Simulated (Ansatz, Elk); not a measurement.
**Be2Cu3P: X-ray structure factors from the self-consistent density**

Structure refinements treat a crystal as free atoms side by side. For a made-up structure of Be2Cu3P (cell and positions from a PBEsol relaxation) the runs below show what the calculated density changes in F(hkl).

Program: Elk 11.2.3 (patched build). Level of theory: DFT, PBE, all-electron APW+lo, Dirac cores, scalar-relativistic bands, static density, no spin. Results are calculated unless marked as measured.

This account leaves out most program logs.

The structure was built from a prototype and need not be the compound's stable phase.

### Step 1. The starting structure

It takes space group R-3m (No. 166, trigonal). The conventional cell has a = 4.745 Å, b = 4.745 Å, c = 10.586 Å, α = 90.00°, β = 90.00°, γ = 120.00°. Nearest to Cu lie 2 P at 2.23 Å and 4 Cu at 2.37 Å and 6 Be at 2.64 to 2.69 Å. P has 6 Cu at 2.23 Å nearest. Be has 1 Be at 2.54 Å and 9 Cu at 2.64 to 2.69 Å nearest. Farther neighbours are not listed.

Coordinates:

```cif
data_structure
_symmetry_space_group_name_H-M 'R-3m:H'
_symmetry_Int_Tables_number 166
_cell_length_a 4.7453
_cell_length_b 4.7453
_cell_length_c 10.5865
_cell_angle_alpha 90.000
_cell_angle_beta 90.000
_cell_angle_gamma 120.000
_cell_volume 206.44
loop_
_atom_site_label
_atom_site_type_symbol
_atom_site_symmetry_multiplicity
_atom_site_Wyckoff_symbol
_atom_site_fract_x
_atom_site_fract_y
_atom_site_fract_z
_atom_site_occupancy
Cu1 Cu 9 d 0.33333 0.16667 0.16667 1
P1 P 3 a 0.00000 0.00000 0.00000 1
Be1 Be 6 c 0.33333 0.66667 0.28657 1
```

### Step 2. Ground state and structure factors

An all-electron density is needed, since X-rays see the cores too. Task 0 finds the density and task 195 Fourier-transforms it; tshift is off so that phases refer to the origin typed.

elk.in reads:

```
tasks
  0
  195

xctype
  20

spinpol
  .false.

rgkmax
  7.0

gmaxvr
  14.0

lmaxo
  7

lmaxapw
  8

swidth
  0.002

tshift
  .false.

ramdisk
  .false.

hmaxvr
  5.5

maxscl
  120

epspot
  1e-06

sppath
  './'

avec
  4.48361423928 2.58861588765 6.66851358492
  -4.48361423928 2.58861588765 6.66851358492
  -0.00000000000 -5.17723177632 6.66851358452

atoms
  3
  'Cu.in'
  3
  0.5000000000 0.0000000000 0.0000000000   0.000000 0.000000 0.000000
  0.0000000000 0.5000000000 0.0000000000   0.000000 0.000000 0.000000
  -0.0000000000 -0.0000000000 0.5000000000   0.000000 0.000000 0.000000
  'P.in'
  1
  0.0000000000 0.0000000000 0.0000000000   0.000000 0.000000 0.000000
  'Be.in'
  2
  0.6199046773 0.6199046773 0.6199046773   0.000000 0.000000 0.000000
  0.3800953227 0.3800953227 0.3800953227   0.000000 0.000000 0.000000

ngridk
  6 6 6
```

Launch:

```sh
$ OMP_NUM_THREADS=4 elk
```

The job ended after 35 s (4 threads of Arm Neoverse V1, shared host; peak memory 0.16 GiB; 1.8 min of CPU time).

SFACRHO.OUT:

```text

h k l indices transformed by vhmat matrix:
   1.000000000       0.000000000       0.000000000    
   0.000000000       1.000000000       0.000000000    
   0.000000000       0.000000000       1.000000000    

      h      k      l  multipl.   |H|            Re(F)            Im(F)           |F|

      0      0      0      1   0.0000000       110.00000      0.67880026E-18   110.00000    
      0      0      1      6  0.86790001       34.202699      0.14903152E-13   34.202699    
      1      1      1      2  0.94221677      -61.253498      0.62432123E-13   61.253498    
      1      0      1      6   1.0242922      -13.106154      0.20542182E-13   13.106154    
     -1      0      1      6   1.4013662      -8.6049995     -0.12161053E-14   8.6049995    
     -2     -1     -1      6   1.4942795      -16.172125     -0.50348486E-16   16.172125    
     -1      1     -1      6   1.6483560      -57.509193     -0.26181213E-14   57.509193    
      1      2      0     12   1.6886680       32.684005      0.26181213E-14   32.684005    
      2      0      0      6   1.7358000       72.136444     -0.28597940E-13   72.136444    
     -2     -1     -2      6   1.7665343       32.527138      0.74515759E-14   32.527138    
      2      2      2      2   1.8844335       68.447053     -0.10452346E-12   68.447053    
      2      2      0      6   2.0485845       63.077297     -0.49920524E-13   63.077297    
      1      0     -2     12   2.1635399       24.620886      0.25778425E-13   24.620886    
     -1     -2      1     12   2.2308807      -10.055849      0.29202122E-13   10.055849    
     -1     -3     -1      6   2.2548771      -44.234687     -0.52161032E-13   44.234687    
      3      2      2      6   2.3426559       24.103506      0.14097576E-13   24.103506    
      3      2      1     12   2.3483860      -10.558740      0.28195152E-13   10.558740    
     -1     -1      2      6   2.4272374      -6.4334098     -0.55238173E-13   6.4334098
```

Elk indexes on the primitive cell of elk.in and gives |H| = 4π sin θ/λ in inverse bohr. Below, one row stands for each form hkl of the conventional cell (m members, Friedel mates merged), F is for one primitive cell and the density is static (no thermal factor). Free-atom factors are Waasmaier and Kirfel's, and R is Σm||F|−|F'||/Σm|F|.

```tsv
hkl	m	sin θ/λ (Å⁻¹)	abs F, DFT	neutral atoms	diff.
101	6	0.131	34.203	34.356	-0.153
003	2	0.142	61.254	61.862	-0.608
012	6	0.154	13.106	13.394	-0.287
110	6	0.211	8.605	9.059	-0.454
104	6	0.225	16.172	16.653	-0.481
021	6	0.248	57.509	58.629	-1.119
113	12	0.254	32.684	33.129	-0.445
202	6	0.261	72.136	73.257	-1.121
015	6	0.266	32.527	33.086	-0.559
006	2	0.283	68.447	69.585	-1.137
024	6	0.308	63.077	63.932	-0.855
211	12	0.325	24.621	24.873	-0.253
122	12	0.336	10.056	10.235	-0.179
205	6	0.339	44.235	44.733	-0.498
107	6	0.352	24.104	24.356	-0.253
116	12	0.353	10.559	10.635	-0.077
300	6	0.365	6.433	6.597	-0.163
214	12	0.373	12.578	12.660	-0.082
303	6	0.392	26.233	26.347	-0.114
033	6	0.392	26.249	26.347	-0.098
018	6	0.397	6.127	6.073	+0.054
125	12	0.399	26.426	26.552	-0.125
```

### Step 3. The highest occupied states alone

An energy window below the Fermi level keeps the highest occupied states, to see at which angles they scatter; shallow core shells can lie inside it and anion s states outside. No new self-consistency is needed.

Changes to elk.in since step 2:

```diff
@@ -1,3 +1,2 @@
 tasks
-  0
   195
@@ -40,2 +39,5 @@
 
+wsfac
+  -0.064430 0.603070
+
 sppath
```

Launch:

```sh
$ OMP_NUM_THREADS=4 elk
```

Wall time 8.9 s (4 threads); peak memory 0.16 GiB.

States within 10 eV below the Fermi level hold 40.00 electrons; any levels below the window count with the cores. Their amplitudes can exceed the total, where window and core parts have opposite phase:

```tsv
hkl	sin θ/λ (Å⁻¹)	abs F, window	abs F, all
101	0.131	9.007	34.203
003	0.142	22.394	61.254
012	0.154	6.564	13.106
110	0.211	5.589	8.605
104	0.225	5.668	16.172
021	0.248	16.642	57.509
113	0.254	5.652	32.684
202	0.261	16.109	72.136
015	0.266	5.300	32.527
006	0.283	14.776	68.447
```

### Step 4. Another functional

The difference from free atoms is small, so it is set against the change that LDA (Perdew-Wang) makes.

Changes to elk.in since step 3:

```diff
@@ -1,2 +1,3 @@
 tasks
+  0
   195
@@ -4,3 +5,3 @@
 xctype
-  20
+  3
 
@@ -39,5 +40,2 @@
 
-wsfac
-  -0.064430 0.603070
-
 sppath
```

Launch:

```sh
$ OMP_NUM_THREADS=4 elk
```

The job ended after 23 s (4 threads; peak memory 0.16 GiB; 72 s of CPU time).

Against the first run R = 0.10 %; the largest change is -0.065 at 208.

### Step 5. A coarser k-mesh

About half the k-points along each axis test the sampling.

Changes to elk.in since step 4:

```diff
@@ -5,3 +5,3 @@
 xctype
-  3
+  20
 
@@ -64,2 +64,2 @@
 ngridk
-  6 6 6
+  3 3 3
```

Launch:

```sh
$ OMP_NUM_THREADS=4 elk
```

The job ended after 19 s (4 threads; peak memory 0.17 GiB).

Against the first run R = 0.02 %; the largest change is +0.056 at 003.

### Step 6. Settings against the effect

```tsv
run	R against the first run (%)	R against neutral atoms, low angle (%)	wall time
PBE, rgkmax 7	0.00	1.65	35 s
LDA (Perdew-Wang)	0.10	1.65	23 s
k-mesh 3×3×3	0.02	1.65	19 s
```

### Step 7. What came out

- R against neutral atoms, sin θ/λ < 0.3 Å⁻¹: 1.65 %
- R against neutral atoms, 0.3 to 0.83 Å⁻¹: 0.54 %

**Reading.** Independent neutral atoms miss the calculated amplitudes by R = 1.65 % below 0.3 Å⁻¹ and 0.54 % from there to 0.83 Å⁻¹; by shells, 0.65 % below 0.15 Å⁻¹ (2 forms), 1.84 % 0.15 to 0.3 (8 forms), 0.59 % 0.3 to 0.45 (19 forms), 0.53 % above 0.45 (115 forms). Bonding, aspherical density and the tables' own atoms all enter these figures, and the runs don't part them. The largest change of an amplitude is -1.14 electrons, at 006. The window's part falls from 40.0 electrons at the origin to at most 6.49 between 0.45 and 0.83 Å⁻¹, where compact states inside the window still scatter. Below 0.3 Å⁻¹ the changes that finished (LDA (Perdew-Wang) and k-mesh 3×3×3) move F by R = 0.03 % at most, against the 1.65 % that separates it from free atoms. The basis has no finished test. These runs have no spin, though d or f shells may be open. Part of the difference isn't bonding: the tables are fits to free atoms and ions calculated by other methods than this functional. Thermal motion, anomalous dispersion and extinction are left out.

[Logs are printed without paths, hosts, clocks, repeated set-up lines and the standing remarks that a program may print on its own settings, such as how far it seeks lower states.]

[Hosts, paths, dates, database ids (printed as entryN), source tags and the programs' standing remarks are cut or masked in the printed files.]
